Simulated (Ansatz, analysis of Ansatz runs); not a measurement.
# Hyperfine coupling of the F centre in LiF (PBE0 on PBE structures)

Subject: F centre in LiF. Wanted: its hyperfine coupling, in one set-up (PBE0 on PBE structures, 64-site cell, PBE lattice, 420 eV, k: 2x2x2 shifted 0.5 0.5 0.5 then the zone centre alone). The model is a cell of 64 host atoms with 1 F taken out. The isotropic coupling follows from the spin density at the nucleus, the nuclear g-factor and the total spin. Exact exchange opens the gap, stiffens bonds and lessens the self-interaction error, at many times the cost.

**The experiment.** 7Li, shell I: 39.06 MHz, by ENDOR (quoted in “F center in LiF: A quantum mechanical ab initio investigation of the hyperfine interaction between the unpaired electron at the vacancy and its first seven neighbors”, 2001, G. Mallia et al., quoting earlier work (1968)). 19F, shell II: 105.9 MHz, by ENDOR (quoted in “F center in LiF: A quantum mechanical ab initio investigation of the hyperfine interaction between the unpaired electron at the vacancy and its first seven neighbors”, 2001, G. Mallia et al., quoting earlier work (1968)). 7Li, shell III: 0.5 MHz, by ENDOR (quoted in “F center in LiF: A quantum mechanical ab initio investigation of the hyperfine interaction between the unpaired electron at the vacancy and its first seven neighbors”, 2001, G. Mallia et al., quoting earlier work (1968)). 19F, shell IV: 0.48 MHz, by ENDOR (quoted in “F center in LiF: A quantum mechanical ab initio investigation of the hyperfine interaction between the unpaired electron at the vacancy and its first seven neighbors”, 2001, G. Mallia et al., quoting earlier work (1968)). The calculation is set beside it at the end.

Method: plane-wave PAW DFT, PBE; relaxation of all atoms of a defect supercell, in Ansatz 0.2.0.

### 1. Starting point

The cell holds 63 atoms: 32 Li and 31 F. Cell: a = 8.134 Å, b = 8.134 Å, c = 8.134 Å, α = 90.0°, β = 90.0°, γ = 90.0°. It derives from LiF (space group Fm-3m). Nearest the centre at fractional (0.250, 0.500, 0.500): Li28 at 2.03 Å, Li12 at 2.03 Å, Li19 at 2.03 Å, Li25 at 2.03 Å, Li56 at 2.03 Å, Li27 at 2.03 Å, F24 at 2.88 Å, F30 at 2.88 Å.

The host's primitive cell comes from a first run (plane-wave PAW DFT, PBE; relaxation of the host's cell and atoms): vectors of 2.876, 2.876 and 2.876 Å. That is 8.41 Å³ an atom, 2.9 % over the diffraction cell's volume. The supercell is built on it.

### 2. Relaxation, charge 0

Every later number rests on the structure around the defect, so the atoms are relaxed at the host's lattice first.

relax/input.yaml

```yaml
relax:
  f_tol: 0.02
  max_steps: 80
  escape_saddle: false
crystal:
  lattice:
    - [8.1342575, 0.0, 0.0]
    - [0.0, 8.1342575, 0.0]
    - [0.0, 0.0, 8.1342575]
  atoms:
    - { symbol: Li, position: [0.0, 0.0, 0.0] }
    - { symbol: Li, position: [0.0, 0.25, 0.25] }
    - { symbol: Li, position: [0.25, 0.0, 0.25] }
    - { symbol: Li, position: [0.25, 0.25, 0.0] }
    - { symbol: F, position: [0.0, 0.0, 0.25] }
    - { symbol: F, position: [0.0, 0.25, 0.0] }
    - { symbol: F, position: [0.25, 0.0, 0.0] }
    - { symbol: F, position: [0.25, 0.25, 0.25] }
    - { symbol: Li, position: [0.0, 0.0, 0.5] }
    - { symbol: Li, position: [0.0, 0.25, 0.75] }
    - { symbol: Li, position: [0.25, 0.0, 0.75] }
    - { symbol: Li, position: [0.25, 0.25, 0.5] }
    - { symbol: F, position: [0.0, 0.0, 0.75] }
    - { symbol: F, position: [0.0, 0.25, 0.5] }
    - { symbol: F, position: [0.25, 0.0, 0.5] }
    - { symbol: F, position: [0.25, 0.25, 0.75] }
    - { symbol: Li, position: [0.0, 0.5, 0.0] }
    - { symbol: Li, position: [0.0, 0.75, 0.25] }
    - { symbol: Li, position: [0.25, 0.5, 0.25] }
    - { symbol: Li, position: [0.25, 0.75, 0.0] }
    - { symbol: F, position: [0.0, 0.5, 0.25] }
    - { symbol: F, position: [0.0, 0.75, 0.0] }
    - { symbol: F, position: [0.25, 0.5, 0.0] }
    - { symbol: F, position: [0.25, 0.75, 0.25] }
    - { symbol: Li, position: [0.0, 0.5, 0.5] }
    - { symbol: Li, position: [0.0, 0.75, 0.75] }
    - { symbol: Li, position: [0.25, 0.5, 0.75] }
    - { symbol: Li, position: [0.25, 0.75, 0.5] }
    - { symbol: F, position: [0.0, 0.5, 0.75] }
    - { symbol: F, position: [0.0, 0.75, 0.5] }
    - { symbol: F, position: [0.25, 0.75, 0.75] }
    - { symbol: Li, position: [0.5, 0.0, 0.0] }
    - { symbol: Li, position: [0.5, 0.25, 0.25] }
    - { symbol: Li, position: [0.75, 0.0, 0.25] }
    - { symbol: Li, position: [0.75, 0.25, 0.0] }
    - { symbol: F, position: [0.5, 0.0, 0.25] }
    - { symbol: F, position: [0.5, 0.25, 0.0] }
    - { symbol: F, position: [0.75, 0.0, 0.0] }
    - { symbol: F, position: [0.75, 0.25, 0.25] }
    - { symbol: Li, position: [0.5, 0.0, 0.5] }
    - { symbol: Li, position: [0.5, 0.25, 0.75] }
    - { symbol: Li, position: [0.75, 0.0, 0.75] }
    - { symbol: Li, position: [0.75, 0.25, 0.5] }
    - { symbol: F, position: [0.5, 0.0, 0.75] }
    - { symbol: F, position: [0.5, 0.25, 0.5] }
    - { symbol: F, position: [0.75, 0.0, 0.5] }
    - { symbol: F, position: [0.75, 0.25, 0.75] }
    - { symbol: Li, position: [0.5, 0.5, 0.0] }
    - { symbol: Li, position: [0.5, 0.75, 0.25] }
    - { symbol: Li, position: [0.75, 0.5, 0.25] }
    - { symbol: Li, position: [0.75, 0.75, 0.0] }
    - { symbol: F, position: [0.5, 0.5, 0.25] }
    - { symbol: F, position: [0.5, 0.75, 0.0] }
    - { symbol: F, position: [0.75, 0.5, 0.0] }
    - { symbol: F, position: [0.75, 0.75, 0.25] }
    - { symbol: Li, position: [0.5, 0.5, 0.5] }
    - { symbol: Li, position: [0.5, 0.75, 0.75] }
    - { symbol: Li, position: [0.75, 0.5, 0.75] }
    - { symbol: Li, position: [0.75, 0.75, 0.5] }
    - { symbol: F, position: [0.5, 0.5, 0.75] }
    - { symbol: F, position: [0.5, 0.75, 0.5] }
    - { symbol: F, position: [0.75, 0.5, 0.5] }
    - { symbol: F, position: [0.75, 0.75, 0.75] }
basis:
  ecutwfc: 420
  xc_grid: 2
hamiltonian:
  xc: pbe
kpoints:
  mp_grid: { grid: [2, 2, 2], shift: [0.5, 0.5, 0.5] }
magnetization:
  spin_polarized: true
  initial_magnetization: 1
  spin_locking: { lock_magnetization: hard }
scf:
  occupations: { method: fermi_dirac, width: 0.01 }
  max_iter: 120
output:
  forces: true
checkpoint:
  write: "../relax.run"
  compress: false
  write_wavefunctions: true
  write_every: 100000
```

Started as:

```bash
ansatz run input.yaml --threads 2 --pin off --max-ram 3768MiB --backend cpu --events-out ev --progress --plain --runs-dir out
```

Numbers of over 12 decimals in the logs are rounded to 6 here.

What it wrote:

```text
[... repeated set-up lines and file paths are left out, and long positions are rounded to six places ...]
Engine: ansatz 0.2.0, x86_64-unknown-linux-gnu
Pseudopotentials: kind: paw
Pseudopotential: Li, paw, valence charge 3, recommended cutoff 420 eV (normal), Li.paw.azcp
Pseudopotential: F, paw, valence charge 7, recommended cutoff 420 eV (normal), F.paw.azcp
Functional definition: PBE
  parameter kappa = 0.804
  parameter beta = 0.066725
  exchange = pbe_x(kappa = kappa, mu = beta*pi^2/3)
  correlation = pbe_c(beta = beta)
Crystal: 63 atoms, lattice volume = 538.212 Å³
Basis set: ecut = 420 eV, 10443 PW (Γ), exchange–correlation on 120×120×120 points (8 copies of the dense FFT grid, shifted against one another)
Bands: 220, of which v1, the nominal top of the filled ones, is band 157 counted from 1 (156 counted from 0)
Symmetry: 48 space group operations
Space group: Pm-3m (ITA 221), of the structure as read, at distance tolerance 8.1e-5 Å
Magnetic group: BNS 221.92 (UNI 1594), of the structure as read, at distance tolerance 8.1e-5 Å
k-points: 1 of 8
Non-local potential: Li, projectors of the file, l = 0: 3, l = 1: 2, l = 2: 1
Non-local potential: F, projectors of the file, l = 0: 2, l = 1: 2, l = 2: 1
PAW form: soft (Blöchl's): semilocal exchange-correlation on the pseudo side does not see the compensation charge
PAW one-centre angular grid: Li, 110 points (default); XC on 64 Gauss nodes
PAW one-centre angular grid: F, 110 points (default); XC on 64 Gauss nodes
Initial density: superposition of atomic densities (chi_scale 0.1, normalization cell, long waves kept (reshape's long-wave potential 0.36 eV rms))
Starting moments: Σ|m| = 1 μB on 63 of 63 sites
Initial wavefunctions: pseudopotential atomic-orbital guess
Functional: x = pbe(κ = 0.804, μ = 0.219515), c = pbe(β = 0.066725)
SCF iter   1: F=—  HF=-31704.837812 eV  |F-HF|=—  |Δ(HF+E_count)|=         —  Δρ=3.06e-2 (↑2.86e-2 ↓3.06e-2)  dr2=1.12e1  dr2_m=9.55e-2  M=1.000 μB ∫|m|=1.028 μB  β_m=0.30  ethr=3.10e-3  ⟨swp⟩=6.0  Hψ=1876  notcnv=0  defer=50
preconditioner: auto → Resta (q_TF=auto, 2.493 Å⁻¹)  ε∞=2.8  [insulator: Δε(μ)=3.887 eV  Ē_g=18.908 eV  σ=0.010 eV  W_gap=1.00  n_scr=146 (ndim 8)  ℏωp=25.3 eV  f_vac=0.000  D(μ)=0.00/eV (n_scr^D=0)  ε∞_Penn≈2.8]
spin=Collinear: Resta preconditioning applied to the charge; magnetization (m = ρ↑ − ρ↓) channel mixes plain (no charge-response kernel on spin).
SCF iter   2: F=—  HF=-31704.598396 eV  |F-HF|=—  |Δ(HF+E_count)|=   2.39e-1  Δρ=2.13e-2 (↑1.96e-2 ↓2.13e-2)  dr2=5.34e0  dr2_m=5.20e-2  M=1.000 μB ∫|m|=1.025 μB  β_m=0.59  ethr=3.10e-3  ⟨swp⟩=2.0  Hψ=515  notcnv=0  defer=119
SCF iter   3: F=—  HF=-31704.896309 eV  |F-HF|=—  |Δ(HF+E_count)|=   2.98e-1  Δρ=6.07e-3 (↑6.06e-3 ↓6.07e-3)  dr2=5.29e-1  dr2_m=1.26e-3  M=1.000 μB ∫|m|=1.023 μB  β_m=0.60  ethr=1.71e-3  ⟨swp⟩=3.5  Hψ=561  notcnv=0  defer=119
SCF iter   4: F=—  HF=-31704.876877 eV  |F-HF|=—  |Δ(HF+E_count)|=   1.94e-2  Δρ=1.28e-3 (↑1.16e-3 ↓1.28e-3)  dr2=1.57e-2  dr2_m=2.38e-4  M=1.000 μB ∫|m|=1.014 μB  β_m=0.80  ethr=1.69e-4  ⟨swp⟩=3.5  Hψ=659  notcnv=0  defer=110
SCF iter   5: F=—  HF=-31704.920579 eV  |F-HF|=—  |Δ(HF+E_count)|=   4.37e-2  Δρ=2.08e-4 (↑2.08e-4 ↓2.08e-4)  dr2=6.60e-4  dr2_m=3.82e-6  M=1.000 μB ∫|m|=1.012 μB  β_m=0.83  ethr=5.03e-6  ⟨swp⟩=3.5  Hψ=621  notcnv=0  defer=110
SCF iter   6: F=—  HF=-31704.921149 eV  |F-HF|=—  |Δ(HF+E_count)|=   5.70e-4  Δρ=1.41e-4 (↑1.41e-4 ↓1.38e-4)  dr2=2.33e-4  dr2_m=1.99e-7  M=1.000 μB ∫|m|=1.012 μB  β_m=0.70  ethr=2.11e-7  ⟨swp⟩=2.5  Hψ=699  notcnv=0  defer=110
SCF iter   7: F=—  HF=-31704.921096 eV  |F-HF|=—  |Δ(HF+E_count)|=   5.26e-5  Δρ=2.22e-5 (↑2.22e-5 ↓2.07e-5)  dr2=6.52e-6  dr2_m=1.15e-7  M=1.000 μB ∫|m|=1.012 μB  β_m=0.82  ethr=3.19e-9  ⟨swp⟩=2.0  Hψ=1267  notcnv=0
SCF iter   8: F=-31704.921099 eV  HF=-31704.921099 eV  |F-HF|=1.49e-8  |Δ(HF+E_count)|=   2.89e-6  Δρ=4.49e-6 (↑4.42e-6 ↓4.49e-6)  dr2=3.86e-7  dr2_m=3.14e-9  M=1.000 μB ∫|m|=1.013 μB  ethr=2.08e-9  ⟨swp⟩=3.0  Hψ=846  notcnv=0
SCF 1 converged in 8 iterations: F = -31704.921099 eV  dr2 = 3.86e-7
  greatest PAW one-centre occupation: 1.000 electrons in one spin orbital (limit 2), on the Li atom at site 27 (counted from 0), in its partial waves of l = 0
relax step   1: F+E_penalty+E_count = -31704.92109882 eV  Δ(F+E_penalty+E_count) = +0.000e0 eV  max|allowed force component| = 1.975e-1 eV/Å  Δτ_max = 0.0000 Å  (8 SCF iters, dr2 threshold 1.00e-5 eV, accepted)
[... the SCF cycles and remarks between the steps are left out from here to the last step ...]
relax step   2: F+E_penalty+E_count = -31704.93780115 eV  Δ(F+E_penalty+E_count) = -1.670e-2 eV  max|allowed force component| = 1.003e-1 eV/Å  Δτ_max = 0.0184 Å  (6 SCF iters, dr2 threshold 2.44e-6 eV, accepted)
relax step   3: F+E_penalty+E_count = -31704.94873718 eV  Δ(F+E_penalty+E_count) = -1.094e-2 eV  max|allowed force component| = 1.946e-2 eV/Å  Δτ_max = 0.0261 Å  (6 SCF iters, dr2 threshold 6.29e-7 eV, accepted)
iter 1 solved again at ethr=1.14e-10 eV; its pass at ethr=3.10e-3 eV (dr2=3.56e-7 eV) is discarded
SCF iter   1: F=—  HF=-31704.948737 eV  |F-HF|=—  |Δ(HF+E_count)|=         —  Δρ=5.63e-6 (↑5.63e-6 ↓5.37e-6)  dr2=3.59e-7  dr2_m=6.55e-10  M=1.000 μB ∫|m|=1.012 μB  β_m=0.30  ethr=1.14e-10  ⟨swp⟩=1.0  Hψ=1220  notcnv=0  defer=110
iter 2 did not close the SCF: its close was put off for a magnetic moment that had not settled (scf_convergence_deferred on its scf_iter line)
SCF iter   2: F=-31704.948737 eV  HF=-31704.948737 eV  |F-HF|=3.37e-8  |Δ(HF+E_count)|=   8.60e-8  Δρ=2.17e-6 (↑2.17e-6 ↓1.94e-6)  dr2=6.06e-8  dr2_m=4.17e-10  M=1.000 μB ∫|m|=1.012 μB  β_m=0.39  ethr=3.19e-11  ⟨swp⟩=2.0  Hψ=1024  notcnv=0
SCF iter   3: F=-31704.948737 eV  HF=-31704.948737 eV  |F-HF|=1.25e-9  |Δ(HF+E_count)|=   8.66e-9  Δρ=6.84e-7 (↑6.84e-7 ↓6.04e-7)  dr2=1.07e-8  dr2_m=1.58e-10  M=1.000 μB ∫|m|=1.012 μB  ethr=1.94e-11  ⟨swp⟩=1.0  Hψ=965  notcnv=0
SCF 4 converged in 3 iterations: F = -31704.948737 eV  dr2 = 1.07e-8
relax step   4: F+E_penalty+E_count = -31704.94873738 eV  Δ(F+E_penalty+E_count) = -1.943e-7 eV  max|allowed force component| = 1.946e-2 eV/Å  Δτ_max = 0.0000 Å  (3 SCF iters, accepted)
NSCF: frozen V_eff on 1 k-points
the band table was solved once a step of the walk had ended and its energy, with any forces and stress, was formed, with the checks that follow a solve (1967 applications of the Hamiltonian). They found nothing against the state; [...]
SCF converged after 3 iterations
Magnetization: 1.0000 μB (157.0000 up, 156.0000 down)
Absolute magnetization: 1.0125 μB (∫|ρ↑−ρ↓|, with the PAW one-centre terms)
Spin contamination: 0.0006 ħ² per cell (⟨S²⟩ above its minimum at these occupations)
Per-site moments (μB) at R_I (Å): [(2.1235335434543293e-5, 0.838760), (0.000139142, 0.838207), (0.0003104, 0.836038), [... 60 left out ...]
Free energy (F): -31704.948737 eV
Harris-Foulkes:  -31704.948737 eV  (|F-HF|=1.25e-9)
Internal energy: -31704.948737 eV  (E = F + TS)
E sigma→0 (E₀):  -31704.948737 eV
Fermi energy:    7.304485 (↑ 8.223871, ↓ 4.351554) eV
--- Per-component energies (eV) ---
  E_band       = -3835.676709
  E_kinetic    = 7160.137287
  E_local      = -20823.101915  (includes V_loc(G=0)·N_el)
  E_nonlocal   = 1216.912902
  E_hartree    = 7366.996573
  E_xc         = -2854.727678
  E_vxc        = -3661.675960  (∫ρ·V_xc dr)
  E_paw        = -6895.300173  (= ΣΔE_a)
  E_vpaw       = -2462.011347  (= ΣTr[D̂ρ^β])
  E_aug_tail   = 0.069361  (compensation charges beyond the density's cutoff)
  E_ewald      = -16875.935095
  E_smearing   = -0.000000  (= −TS)
  E_closure    = 0.000000  (closes the sum)
  Σ components = -31704.948737   (vs F -31704.948737, Δ=0.00e0)
--- Forces (eV/Å), atoms counted from 1 ---
  atom   1  Li    -0.00883897     0.00000000     0.00000000
  atom   2  Li     0.00595915     0.00595915     0.00595915
  [... 5 atoms left out ...]
  atom   8  F      0.00000000    -0.00459769    -0.00459769
  [... 3 atoms left out ...]
  atom  12  Li    -0.00000000     0.00052146     0.00000000
  [... 1 atom left out ...]
  atom  14  F     -0.00459769    -0.00459769     0.00000000
  [... 4 atoms left out ...]
  atom  19  Li    -0.00000000    -0.00000000     0.00052146
  [... 4 atoms left out ...]
  atom  24  F     -0.00000000     0.00459769    -0.00459769
  atom  25  Li     0.00052146     0.00000000     0.00000000
  [... 1 atom left out ...]
  atom  27  Li    -0.00000000    -0.00000000    -0.00052146
  atom  28  Li     0.00000000    -0.00052146     0.00000000
  [... 2 atoms left out ...]
  atom  31  F      0.00000000     0.00459769     0.00459769
  [... 24 atoms left out ...]
  atom  56  Li    -0.00052146    -0.00000000    -0.00000000
  [... 7 atoms left out ...]
  max |Σ_I F_I| component: 1.82e-17 eV/Å
--- Band table (eV) ---
  k-point 0 ↑: bands = ["-40.3288", "-40.3151", "-40.3151", "-40.3081", [... 212 left out ...] "17.6168", "18.1897", "18.1897", "18.3359"]
  k-point 0 ↓: bands = ["-40.3276", "-40.3142", "-40.3142", "-40.3070", [... 212 left out ...] "17.7954", "18.2200", "18.2200", "18.3587"]
--- Relaxed structure (4 steps of the walk, 4 accepted, 0 SCFs on fresh bases) ---
  F+E_penalty+E_count = -31704.94873738 eV   max|allowed force component| = 1.946e-2 eV/Å
  atoms:
    - { symbol: Li, position: [2.5393956077047863e-5, 0, 0] }
    - { symbol: Li, position: [0.000194, 0.250194, 0.250194] }
    [... 5 atoms left out ...]
    - { symbol: F, position: [0.25, 0.249163, 0.249163] }
    [... 3 atoms left out ...]
    - { symbol: Li, position: [0.25, 0.244528, 0.5] }
    [... 1 atom left out ...]
    - { symbol: F, position: [-0.000837, 0.249163, 0.5] }
    [... 4 atoms left out ...]
    - { symbol: Li, position: [0.25, 0.5, 0.244528] }
    [... 4 atoms left out ...]
    - { symbol: F, position: [0.25, 0.750837, 0.249163] }
    - { symbol: Li, position: [-0.005472, 0.5, 0.5] }
    [... 1 atom left out ...]
    - { symbol: Li, position: [0.25, 0.5, 0.755472] }
    - { symbol: Li, position: [0.25, 0.755472, 0.5] }
    [... 2 atoms left out ...]
    - { symbol: F, position: [0.25, 0.750837, 0.750837] }
    [... 24 atoms left out ...]
    - { symbol: Li, position: [0.505472, 0.5, 0.5] }
    [... 7 atoms left out ...]
```

It took 23 s on 2 threads of Intel Xeon 6975P-C (Granite Rapids), shared host; peak memory 1.5 GiB.

(Part 1 of 2 ends here.)

[Logs are printed without paths, hosts, clocks, repeated set-up lines and the standing remarks that a program may print on its own settings, such as how far it seeks lower states.]

[Hosts, paths, dates, database ids (printed as entryN), source tags and the programs' standing remarks are cut or masked in the printed files.]

[For some hosts the program warned that the k-mesh of the response run may be too coarse for force constants and the static dielectric constant; such warnings are not shown here.]
